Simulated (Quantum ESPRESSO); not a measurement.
# O on hollow sites of W(110): a series in the coverage, part 4 of 9

Wanted: a table for O on hollow sites of W(110) against the coverage, and what can be fitted to it.

Quantum ESPRESSO 7.5; plane-wave DFT, PBE, GBRV ultrasoft pseudopotentials.

So far. Step 2 (Relaxing cell and ions of the reference):  The last row is no step: it is a fresh SCF in the final cell with a new plane-wave basis, -1 meV from the row before. Step 5 (Relaxation with pw.x, 0 ML): The relaxation lowers the energy by 14 meV an atom. On the free atoms the largest force ends at 0.001 eV/Å.

## Step 6: Self-consistent run, 0 ML

A run under open boundaries on these atoms gives the vacuum levels.

File m0.esm.in:

```
&control
  prefix = 'm0.esm'
  outdir = './out'
  pseudo_dir = './pseudo'
  calculation = 'scf'
  tprnfor = .true.
/
&system
  ibrav = 0
  nat = 3
  ntyp = 1
  ecutwfc = 40
  ecutrho = 200
  occupations = 'smearing'
  smearing = 'mv'
  degauss = 0.02
  assume_isolated = 'esm'
  esm_bc = 'bc1'
/
&electrons
  conv_thr = 1e-07
  mixing_beta = 0.25
  electron_maxstep = 160
  mixing_mode = 'local-TF'
  mixing_ndim = 12
/
ATOMIC_SPECIES
  W   183.8400  w_pbe_v1.2.uspp.F.UPF
CELL_PARAMETERS angstrom
  2.25011857378899 -1.59107410200000 0.00000000000000
  2.25011857378899 1.59107410200000 0.00000000000000
  0.00000000000000 0.00000000000000 18.59836210200836
ATOMIC_POSITIONS crystal
  W   0.000000000000 0.000000000000 -0.117371554800
  W   0.500000000000 0.500000000000 0.000000000000
  W   0.000000000000 0.000000000000 0.117371554800
K_POINTS automatic
  9 9 1 0 0 0
```

Launch:

```sh
OMP_NUM_THREADS=1 mpirun -n 8 pw.x -nk 4 -in m0.esm.in > m0.esm.out
```

The log of the run:

```text
[banner, memory and clock lines left out]
Program PWSCF v.7.5 starts
[citation notice left out]

[...]
Message from routine setup:
[...]
bravais-lattice index     =            0
     lattice parameter (alat)  =       5.2077  a.u.
     unit-cell volume          =     898.6635 (a.u.)^3
     number of atoms/cell      =            3
     number of atomic types    =            1
     number of electrons       =        42.00
     number of Kohn-Sham states=           25
     kinetic-energy cutoff     =      40.0000  Ry
     charge density cutoff     =     200.0000  Ry
     scf convergence threshold =      1.0E-07
     mixing beta               =       0.2500
     number of iterations used =           12  local-TF  mixing
     Exchange-correlation= SLA  PW   PBE  PBE
                           (   1   4   3   4   0   0   0)

     Effective Screening Medium Method
     Boundary Conditions: Vacuum-Slab-Vacuum
     total charge in unit cell        =   0.0000
     grid points for fit at edges     =        4

[...]
PseudoPot. # 1 for W  read from file:
     ./pseudo/w_pbe_v1.2.uspp.F.UPF
     Pseudo is Ultrasoft + core correction, Zval = 14.0
     Generated by new atomic code, or converted to UPF format
     Using radial grid of  923 points,  8 beta functions with:
                l(1) =   0
                l(2) =   0
                l(3) =   0
                l(4) =   1
                l(5) =   1
                l(6) =   2
                l(7) =   2
                l(8) =   3
     Q(r) pseudized with  6 coefficients,  rinner =    1.350   1.350   1.350
                                                       1.350   1.350   1.350
                                                       1.350

     atomic species   valence    mass     pseudopotential
     W                14.00   183.84000     W ( 1.00)

      8 Sym. Ops., with inversion, found

[...]
number of k points=    25  Marzari-Vanderbilt smearing, width (Ry)=  0.0200
[...]
Dense  grid:    42985 G-vectors     FFT dimensions: (  24,  24, 160)

     Smooth grid:    30821 G-vectors     FFT dimensions: (  24,  24, 144)

     Initial potential from superposition of free atoms

     starting charge      41.6990, renormalised to      42.0000

     negative rho (up, down):  1.976E-01 0.000E+00
     Starting wfcs are   39 randomized atomic wfcs

     per-process dynamical memory:    28.3 Mb

     Self-consistent Calculation

     iteration #  1     ecut=    40.00 Ry     beta= 0.25
     Davidson diagonalization with overlap
     ethr =  1.00E-02,  avg # of iterations =  1.4

     Threshold (ethr) on eigenvalues was too large:
     Diagonalizing with lowered threshold

     Davidson diagonalization with overlap
     ethr =  6.32E-04,  avg # of iterations =  5.4

     negative rho (up, down):  1.972E-01 0.000E+00

     total energy              =    -477.24761652 Ry
     estimated scf accuracy    <       0.42475438 Ry

     iteration #  2     ecut=    40.00 Ry     beta= 0.25
[...]
negative rho (up, down):  1.967E-01 0.000E+00

[...]
total energy              =    -477.13179722 Ry
     estimated scf accuracy    <       0.31422380 Ry

     iteration #  3     ecut=    40.00 Ry     beta= 0.25
[...]
negative rho (up, down):  2.002E-01 0.000E+00

[...]
total energy              =    -477.17594706 Ry
     estimated scf accuracy    <       0.01862971 Ry

     iteration #  4     ecut=    40.00 Ry     beta= 0.25
[...]
negative rho (up, down):  2.021E-01 0.000E+00

[...]
total energy              =    -477.19265007 Ry
     estimated scf accuracy    <       0.01615929 Ry

     iteration #  5     ecut=    40.00 Ry     beta= 0.25
[...]
negative rho (up, down):  2.071E-01 0.000E+00

[...]
total energy              =    -477.19406337 Ry
     estimated scf accuracy    <       0.00811052 Ry

     iteration #  6     ecut=    40.00 Ry     beta= 0.25
[...]
negative rho (up, down):  2.064E-01 0.000E+00

[...]
total energy              =    -477.19494232 Ry
     estimated scf accuracy    <       0.00436786 Ry

[...]
iteration # 18     ecut=    40.00 Ry     beta= 0.25
[...]
negative rho (up, down):  2.045E-01 0.000E+00

[...]
total energy              =    -477.19190519 Ry
     estimated scf accuracy    <       0.00000417 Ry

     iteration # 19     ecut=    40.00 Ry     beta= 0.25
[...]
negative rho (up, down):  2.045E-01 0.000E+00

[...]
total energy              =    -477.19189531 Ry
     estimated scf accuracy    <       0.00000071 Ry

     iteration # 20     ecut=    40.00 Ry     beta= 0.25
[...]
negative rho (up, down):  2.045E-01 0.000E+00

[...]
total energy              =    -477.19189994 Ry
     estimated scf accuracy    <       0.00000038 Ry

     iteration # 21     ecut=    40.00 Ry     beta= 0.25
[...]
negative rho (up, down):  2.045E-01 0.000E+00

[...]
End of self-consistent calculation

          k = 0.0000 0.0000 0.0000 (  3837 PWs)   bands (ev):

   -78.9978 -78.8229 -78.8046 -43.6902 -43.1872 -42.9539 -42.6891 -42.6859
   -42.5794 -42.4920 -42.4017 -42.4014 -13.5489 -11.3969 -10.8176  -8.0826
    -6.9113  -6.2915  -6.1194  -5.8894  -5.4862  -5.3856  -4.0979  -3.0254
    -2.7836

          k = 0.0680 0.0962 0.0000 (  3827 PWs)   bands (ev):

   -78.9885 -78.8157 -78.7993 -43.6577 -43.2402 -42.9462 -42.7678 -42.7441
   -42.5707 -42.5657 -42.4474 -42.4405 -13.1337 -11.0017 -10.3902  -8.0086
    -6.8848  -6.6518  -6.2131  -5.9137  -5.5751  -5.0975  -4.6085  -3.1802
    -3.1327

[...]
the Fermi energy is    -4.8384 ev

!    total energy              =    -477.19189903 Ry
     estimated scf accuracy    <       0.00000006 Ry
     smearing contrib. (-TS)   =       0.00014681 Ry
     internal energy E=F+TS    =    -477.19204584 Ry

     The total energy is F=E-TS. E is the sum of the following terms:
     one-electron contribution =    3419.88560831 Ry
     hartree contribution      =   -1726.63113489 Ry
     xc contribution           =    -123.46547354 Ry
     ewald contribution        =   -2046.98104572 Ry

     convergence has been achieved in  21 iterations

     negative rho (up, down):  2.045E-01 0.000E+00

     Forces acting on atoms (cartesian axes, Ry/au):

     atom    1 type  1   force =     0.00000000    0.00000000    0.00057185
     atom    2 type  1   force =     0.00000000    0.00000000    0.00000000
     atom    3 type  1   force =     0.00000000    0.00000000   -0.00057185

     Total force =     0.000809     Total SCF correction =     0.002175
     SCF correction compared to forces is large: reduce conv_thr to get better values

[...]
```

Elapsed: 25 s, on 8 MPI ranks of Arm Neoverse V1, shared host; peak memory 0.73 GiB.

Read from the output:

| Item | Value |
| --- | --- |
| Fermi energy | -4.838 eV |
| vacuum line at the lower end of the cell, over the Fermi level | 4.838 eV |
| vacuum line at the upper end of the cell, over the Fermi level | 4.838 eV |

Electrostatic potential energy of an electron; zero at the Fermi level. Table of potential energy, planar mean by z:

```tsv
z (Å)	potential energy, planar mean (eV)
-9.0	4.84
-8.5	4.84
-8.0	4.84
-7.5	4.84
-7.0	4.84
-6.5	4.84
-6.0	4.83
-5.5	4.82
-5.0	4.76
-4.5	4.58
-4.0	3.96
-3.5	1.88
-3.0	-4.49
-2.5	-13.0
-2.0	-14.3
-1.5	-7.56
-1.0	-3.59
-0.5	-10.9
0.0	-15.6
0.5	-10.9
1.0	-3.59
1.5	-7.56
2.0	-14.3
2.5	-13.0
3.0	-4.49
3.5	1.88
4.0	3.96
4.5	4.58
5.0	4.76
5.5	4.82
6.0	4.83
6.5	4.84
7.0	4.84
7.5	4.84
8.0	4.84
8.5	4.84
9.0	4.84
```

The vacuum levels are read from the outermost 0.7 Å of the cell on either side.

Inside the slab this potential holds the local part of the pseudopotentials, which can be repulsive at the nuclei; only its value in the vacuum has a meaning of its own.

[end of part 4 of 9]

[Logs are printed without paths, hosts, clocks, repeated set-up lines and the standing remarks that a program may print on its own settings, such as how far it seeks lower states.]

[Hosts, paths, dates, database ids (printed as entryN), source tags and the programs' standing remarks are cut or masked in the printed files.]

[Maps of the electrostatic potential energy from Ansatz leave out the sawtooth potential of an applied field or a dipole correction, so their vacuum need not be flat; planar profiles and work functions include it.]
